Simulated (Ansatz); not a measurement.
**Vibrations of species on Ta(110)**

Aim: bond lengths and vibrational modes of species bound on Ta(110).

Program: Ansatz 0.2.0. Level of theory: DFT PBE, scalar-relativistic, plane waves, PAW; PAW set soft_1. Results are calculated unless marked as measured.

Most raw output is cut from this account.

### Step 1. The bulk crystal behind the slab

Symmetry: Im-3m, No. 229, cubic system. Conventional cell: a = 3.310 Å, b = 3.310 Å, c = 3.310 Å, α = 90.00°, β = 90.00°, γ = 90.00°. Nearest to Ta lie 8 Ta at 2.87 Å.

### Step 2. Relaxation of the host

The host crystal is relaxed at the same level, and its volume sets the scale of the cells that follow.

input.yaml reads:

```yaml
crystal:
  lattice:
    - [-1.655, 1.655, 1.655]
    - [1.655, -1.655, 1.655]
    - [1.655, 1.655, -1.655]
  atoms:
    - { symbol: Ta, position: [0.0, 0.0, 0.0] }
kpoints:
  mp_grid: { grid: [22, 22, 22] }
hamiltonian:
  xc: pbe
  pseudopotentials: { kind: paw, azcp: { folder: soft_1 } }
scf:
  occupations: { method: methfessel_paxton, width: 0.15 }
output:
  forces: true
  stress: true
  eigenvalues: true
relax:
  adjacent_minimum: "off"
  f_tol: 0.002
  max_steps: 60
  cell: { stress_tol: 0.02 }
```

Started as:

```sh
ansatz run input.yaml --threads 8 --pin off --max-ram 20480MiB --backend cpu --events-out ev --progress --plain --runs-dir out
```

Wall time 4.4 s (8 threads of Arm Neoverse N1, shared host); peak memory 0.37 GiB.

Relaxation path:

| step | energy less that of the first step (eV) | largest force component (eV/Å) | pressure (GPa) | volume (Å³) |
| --- | --- | --- | --- | --- |
| 1 | 0.0000 | 0.0000 | 1.76 | 18.13 |
| 2 | 0.0064 | 0.0000 | -4.71 | 18.77 |
| 3 | -0.0009 | 0.0000 | -0.06 | 18.30 |
| 4 | -0.0009 | 0.0000 | 0.00 | 18.30 |
| 5* | -0.0009 | 0.0000 | 0.00 | 18.30 |

Relaxation steps marked * repeat the geometry before them on a plane-wave basis chosen anew for their cell, so energy and pressure can jump there. Relaxation step 2 was tried and not accepted.

| conventional cell, symmetrised | before | after | change |
| --- | --- | --- | --- |
| a (Å) | 3.310 | 3.320 | +0.3 % |
| b (Å) | 3.310 | 3.320 | +0.3 % |
| c (Å) | 3.310 | 3.320 | +0.3 % |
| volume (Å³/atom) | 18.13 | 18.30 | +0.9 % |

The relaxed structure:

```xyz
1
Lattice="-1.6600 1.6600 1.6600 1.6600 -1.6600 1.6600 1.6600 1.6600 -1.6600" Properties=species:S:1:pos:R:3 pbc="T T T"
Ta    0.0000    0.0000    0.0000
```

This step gave:

```yaml
pressure: -2.48e-4 GPa
volume_per_atom: 18.30 Å³
gap_on_the_k_mesh: 0 eV
```

The forces vanish by symmetry.

The cell grew by 0.9 % in volume.

### Step 3. Relaxation in the fixed cell: N at the threefold hollow site, 1 monolayer

The slab carries N at the threefold hollow site, 1 monolayer. Its plane takes the lattice constant of the bulk relaxed at this level. The lowest layers are held, and the other atoms relax. The program lengthens the typed cell of 23.4 Å along the normal to 40.6 Å, as its cut-off of the electrostatics needs, and moves no atom.

System of this step: N at the threefold hollow site, 1 monolayer on Ta(110). The cell holds 5 atoms: 4 Ta and 1 N. Its edges and angles: a = 3.320 Å, b = 2.875 Å, c = 40.583 Å, α = 90.0°, β = 90.0°, γ = 54.7°. It derives from Ta. Vacuum lies along c.

input.yaml reads:

```yaml
crystal:
  lattice:
    - [3.3199269426, 0.0, 0.0]
    - [1.6599634713, 2.3475393981, 0.0]
    - [0.0, 0.0, 23.4366180368]
  atoms:
    - { symbol: Ta, position: [0.5, 0.0, 0.320972] }
    - { symbol: Ta, position: [0.0, 0.0, 0.421137] }
    - { symbol: Ta, position: [0.5, 0.0, 0.521303] }
    - { symbol: Ta, position: [0.0, 0.0, 0.621468] }
    - { symbol: "N", position: [0.375, 0.25, 0.679028] }
  periodic: [true, true, false]
kpoints:
  mp_grid: { grid: [12, 12, 1] }
hamiltonian:
  xc: pbe
  pseudopotentials: { kind: paw, azcp: { folder: soft_1 } }
scf:
  occupations: { method: methfessel_paxton, width: 0.15 }
output:
  forces: true
  eigenvalues: true
relax:
  adjacent_minimum: "off"
  f_tol: 0.003
  max_steps: 120
  constraints: [{ sites: [0, 1] }]
```

Run time: 90 s. Hardware: 8 threads; peak memory 1 GiB.

This run has no spin polarisation although its electron count is odd.

The steps of the relaxation:

| step | energy less that of the first step (eV) | largest force component (eV/Å) |
| --- | --- | --- |
| 1 | 0.0000 | 5.6596 |
| 2 | -1.3570 | 1.8164 |
| 3 | -1.4804 | 0.5927 |
| 4 | -1.5041 | 0.1362 |
| 5 | -1.5096 | 0.0601 |
| 6 | -1.5099 | 0.0152 |
| 7 | -1.5099 | 0.0014 |

Forces are held to the 2 operations that the run works with; a distortion that breaks them can't arise in this run.

The atoms that moved most (Å):

| atom | dx | dy | dz | length |
| --- | --- | --- | --- | --- |
| N5 | 0.000 | 0.144 | -0.364 | 0.391 |
| Ta4 | 0.000 | 0.136 | 0.094 | 0.165 |
| Ta3 | 0.000 | 0.023 | -0.047 | 0.052 |

Final coordinates:

```xyz
5
Lattice="3.3199 0.0000 0.0000 1.6600 2.3475 0.0000 0.0000 0.0000 40.5832" Properties=species:S:1:pos:R:3
Ta    1.6600    0.0000    7.5225
Ta    0.0000    0.0000    9.8700
Ta    1.6600    0.0234   12.1708
Ta    0.0000    0.1361   14.6587
N     1.6600    0.7312   15.5502
```

The largest force component left on a free atom is 1.4 meV/Å.

### Step 4. Force constants among chosen sites: N at the threefold hollow site, 1 monolayer

Only 2 sites are displaced (1 Ta and 1 N), with their periodic images, and all others stay at rest. This gives the modes that are localised on these sites for less work than the whole matrix.

input.yaml, the sections that differ from step 3:

```yaml
crystal:
  lattice:
    - [3.3199269426, 0.0, 0.0]
    - [1.6599634713, 2.3475393981, 0.0]
    - [0.0, 0.0, 40.5832434156]
  atoms:
    - { symbol: Ta, position: [0.5, 0.0, 0.1853597084] }
    - { symbol: Ta, position: [0.0, 0.0, 0.2432044898] }
    - { symbol: Ta, position: [0.4950115671, 0.0099768657, 0.2998964984] }
    - { symbol: Ta, position: [-0.0289894416, 0.0579788831, 0.3612008261] }
    - { symbol: "N", position: [0.3442540531, 0.3114918939, 0.3831687293] }
  periodic: [true, true, false]
output:
  eigenvalues: true
phonons:
  method: fd
  supercell: [1, 1, 1]
  displaced_sites: [3, 4]
  rigid_motions: translations
# kpoints, hamiltonian, scf: as in step 3
# relax: removed
```

Run time: 2.1 min. Hardware: 8 threads; peak memory 1.3 GiB.

The other atoms of the cell are at rest; shares are of the kinetic energy, a minus sign marks an imaginary mode, and where like sites share a mode the one named is one choice of several. Modes of the displaced sites:

| mode | frequency (cm⁻¹) | share of Ta (%) | share of N (%) | site with the largest share | its share (%) |
| --- | --- | --- | --- | --- | --- |
| 1 | 36.5 | 93 | 7 | Ta4 | 93 |
| 2 | 50.7 | 93 | 7 | Ta4 | 93 |
| 3 | 89.4 | 93 | 7 | Ta4 | 93 |
| 4 | 487.4 | 7 | 93 | N5 | 93 |
| 5 | 527.8 | 7 | 93 | N5 | 93 |
| 6 | 615.0 | 7 | 93 | N5 | 93 |

The same force constants with another mass on the added atoms, against the natural mean mass; listed are the real modes with at least half of their motion on these atoms, followed through small steps of mass, less those that pass through avoided crossings, where the squared overlap of new and old mass-weighted patterns is under 0.8. Modes after a change of mass:

| substitution | mode | frequency (cm⁻¹) | after (cm⁻¹) | ratio |
| --- | --- | --- | --- | --- |
| 15N | 4 | 487.4 | 472.2 | 1.032 |
| 15N | 5 | 527.8 | 511.2 | 1.032 |
| 15N | 6 | 615.0 | 595.7 | 1.032 |

The highest mode of the block lies at 615.0 cm⁻¹; the acoustic sum rule moved it by 0.0 cm⁻¹.

### Step 5. Relaxation in the fixed cell: N at the threefold hollow site, 0.5 monolayer

The slab carries N at the threefold hollow site, 0.5 monolayer. Its plane takes the lattice constant of the bulk relaxed at this level. The lowest layers are held, and the other atoms relax. The program lengthens the typed cell of 23.4 Å along the normal to 40.6 Å, as its cut-off of the electrostatics needs, and moves no atom.

System of this step: N at the threefold hollow site, 0.5 monolayer on Ta(110). The cell holds 9 atoms: 8 Ta and 1 N. Its edges and angles: a = 6.640 Å, b = 2.875 Å, c = 40.583 Å, α = 90.0°, β = 90.0°, γ = 54.7°. It derives from Ta. Vacuum lies along c.

input.yaml reads:

```yaml
crystal:
  lattice:
    - [6.6398538852, 0.0, 0.0]
    - [1.6599634713, 2.3475393981, 0.0]
    - [0.0, 0.0, 23.4366180368]
  atoms:
    - { symbol: Ta, position: [0.75, 0.0, 0.320972] }
    - { symbol: Ta, position: [0.25, 0.0, 0.320972] }
    - { symbol: Ta, position: [0.0, 0.0, 0.421137] }
    - { symbol: Ta, position: [0.5, 0.0, 0.421137] }
    - { symbol: Ta, position: [0.75, 0.0, 0.521303] }
    - { symbol: Ta, position: [0.25, 0.0, 0.521303] }
    - { symbol: Ta, position: [0.0, 0.0, 0.621468] }
    - { symbol: Ta, position: [0.5, 0.0, 0.621468] }
    - { symbol: "N", position: [0.1875, 0.25, 0.679028] }
  periodic: [true, true, false]
kpoints:
  mp_grid: { grid: [6, 12, 1] }
hamiltonian:
  xc: pbe
  pseudopotentials: { kind: paw, azcp: { folder: soft_1 } }
scf:
  occupations: { method: methfessel_paxton, width: 0.15 }
output:
  forces: true
  eigenvalues: true
relax:
  adjacent_minimum: "off"
  f_tol: 0.003
  max_steps: 120
  constraints: [{ sites: [0, 1, 2, 3] }]
```

Elapsed: 6.5 min, on 8 threads; peak memory 2.6 GiB.

Step by step:

| step | energy less that of the first step (eV) | largest force component (eV/Å) |
| --- | --- | --- |
| 1 | 0.0000 | 4.4320 |
| 2 | -0.9609 | 1.1074 |
| 3 | -1.1037 | 0.5510 |
| 4 | -1.1388 | 0.2619 |
| 5 | -1.1412 | 0.1851 |
| 6 | -1.1472 | 0.0405 |
| 7 | -1.1474 | 0.0192 |
| 8 | -1.1475 | 0.0045 |
| 9 | -1.1475 | 0.0014 |

The atoms that moved most (Å):

| atom | dx | dy | dz | length |
| --- | --- | --- | --- | --- |
| N9 | 0.071 | 0.320 | -0.326 | 0.462 |
| Ta7 | 0.102 | 0.295 | 0.091 | 0.326 |
| Ta8 | -0.110 | 0.132 | -0.087 | 0.193 |
| Ta6 | -0.008 | 0.021 | -0.059 | 0.063 |
| Ta5 | 0.015 | 0.052 | 0.018 | 0.057 |

The largest force component left on a free atom is 1.4 meV/Å.

### Step 6. Force constants among chosen sites: N at the threefold hollow site, 0.5 monolayer

Only 3 sites are displaced (2 Ta and 1 N), with their periodic images, and all others stay at rest. This gives the modes that are localised on these sites for less work than the whole matrix.

input.yaml reads:

```yaml
crystal:
  lattice:
    - [6.6398538852, 0.0, 0.0]
    - [1.6599634713, 2.3475393981, 0.0]
    - [0.0, 0.0, 40.5832434156]
  atoms:
    - { symbol: Ta, position: [0.75, 0.0, 0.1853597084] }
    - { symbol: Ta, position: [0.25, 0.0, 0.1853597084] }
    - { symbol: Ta, position: [0.0, 0.0, 0.2432044898] }
    - { symbol: Ta, position: [0.5, 0.0, 0.2432044898] }
    - { symbol: Ta, position: [0.7467068298, 0.022046576, 0.3014982038] }
    - { symbol: Ta, position: [0.2466448254, 0.0087776391, 0.2996046388] }
    - { symbol: Ta, position: [-0.0160662087, 0.1258692872, 0.3611298138] }
    - { symbol: Ta, position: [0.4692762153, 0.056393498, 0.3567559517] }
    - { symbol: "N", position: [0.1641528409, 0.3862566589, 0.3841019559] }
  periodic: [true, true, false]
kpoints:
  mp_grid: { grid: [6, 12, 1] }
hamiltonian:
  xc: pbe
  pseudopotentials: { kind: paw, azcp: { folder: soft_1 } }
scf:
  occupations: { method: methfessel_paxton, width: 0.15 }
output:
  eigenvalues: true
phonons:
  method: fd
  supercell: [1, 1, 1]
  displaced_sites: [6, 7, 8]
  rigid_motions: translations
```

Wall time 11 min (8 threads); peak memory 3 GiB.

The other atoms of the cell are at rest; shares are of the kinetic energy, a minus sign marks an imaginary mode, and where like sites share a mode the one named is one choice of several. Modes of the displaced sites:

| mode | frequency (cm⁻¹) | share of Ta (%) | share of N (%) | site with the largest share | its share (%) |
| --- | --- | --- | --- | --- | --- |
| 1 | 37.9 | 96 | 4 | Ta7 | 55 |
| 2 | 58.2 | 96 | 4 | Ta7 | 51 |
| 3 | 85.2 | 96 | 4 | Ta7 | 72 |
| 4 | 87.7 | 98 | 2 | Ta8 | 58 |
| 5 | 107.3 | 99 | 1 | Ta8 | 75 |
| 6 | 182.4 | 96 | 4 | Ta8 | 50 |
| 7 | 466.6 | 5 | 95 | N9 | 95 |
| 8 | 527.9 | 6 | 94 | N9 | 94 |
| 9 | 603.9 | 7 | 93 | N9 | 93 |

The same force constants with another mass on the added atoms, against the natural mean mass; listed are the real modes with at least half of their motion on these atoms, followed through small steps of mass, less those that pass through avoided crossings, where the squared overlap of new and old mass-weighted patterns is under 0.8. Modes after a change of mass:

| substitution | mode | frequency (cm⁻¹) | after (cm⁻¹) | ratio |
| --- | --- | --- | --- | --- |
| 15N | 7 | 466.6 | 451.7 | 1.033 |
| 15N | 8 | 527.9 | 511.2 | 1.032 |
| 15N | 9 | 603.9 | 584.9 | 1.032 |

The highest mode of the block lies at 603.9 cm⁻¹; the acoustic sum rule moved it by 0.0 cm⁻¹.

### Step 7. Relaxation in the fixed cell: N at the threefold hollow site, 0.25 monolayer

The slab carries N at the threefold hollow site, 0.25 monolayer. Its plane takes the lattice constant of the bulk relaxed at this level. The lowest layers are held, and the other atoms relax. The program lengthens the typed cell of 23.4 Å along the normal to 40.6 Å, as its cut-off of the electrostatics needs, and moves no atom.

System of this step: N at the threefold hollow site, 0.25 monolayer on Ta(110). The cell holds 17 atoms: 16 Ta and 1 N. Its edges and angles: a = 6.640 Å, b = 5.750 Å, c = 40.583 Å, α = 90.0°, β = 90.0°, γ = 54.7°. It derives from Ta. Vacuum lies along c.

input.yaml reads:

```yaml
crystal:
  lattice:
    - [6.6398538852, 0.0, 0.0]
    - [3.3199269426, 4.6950888262, 0.0]
    - [0.0, 0.0, 23.4366180368]
  atoms:
    - { symbol: Ta, position: [0.75, 0.5, 0.320972] }
    - { symbol: Ta, position: [0.25, 0.5, 0.320972] }
    - { symbol: Ta, position: [0.75, 0.0, 0.320972] }
    - { symbol: Ta, position: [0.25, 0.0, 0.320972] }
    - { symbol: Ta, position: [0.0, 0.0, 0.421137] }
    - { symbol: Ta, position: [0.5, 0.0, 0.421137] }
    - { symbol: Ta, position: [1.0, 0.5, 0.421137] }
    - { symbol: Ta, position: [0.5, 0.5, 0.421137] }
    - { symbol: Ta, position: [0.75, 0.5, 0.521303] }
    - { symbol: Ta, position: [0.25, 0.5, 0.521303] }
    - { symbol: Ta, position: [0.75, 0.0, 0.521303] }
    - { symbol: Ta, position: [0.25, 0.0, 0.521303] }
    - { symbol: Ta, position: [0.0, 0.0, 0.621468] }
    - { symbol: Ta, position: [0.5, 0.0, 0.621468] }
    - { symbol: Ta, position: [1.0, 0.5, 0.621468] }
    - { symbol: Ta, position: [0.5, 0.5, 0.621468] }
    - { symbol: "N", position: [0.1875, 0.125, 0.679028] }
  periodic: [true, true, false]
kpoints:
  mp_grid: { grid: [6, 6, 1] }
hamiltonian:
  xc: pbe
  pseudopotentials: { kind: paw, azcp: { folder: soft_1 } }
scf:
  occupations: { method: methfessel_paxton, width: 0.15 }
output:
  forces: true
  eigenvalues: true
relax:
  adjacent_minimum: "off"
  f_tol: 0.003
  max_steps: 120
  constraints: [{ sites: [0, 1, 2, 3, 4, 5, 6, 7] }]
```

Wall time 10 min (8 threads); peak memory 5.9 GiB; 79 min of CPU time.

(Part 1 of 2 ends here.)

[Logs are printed without paths, hosts, clocks, repeated set-up lines and the standing remarks that a program may print on its own settings, such as how far it seeks lower states.]

[Hosts, paths, dates, database ids (printed as entryN), source tags and the programs' standing remarks are cut or masked in the printed files.]
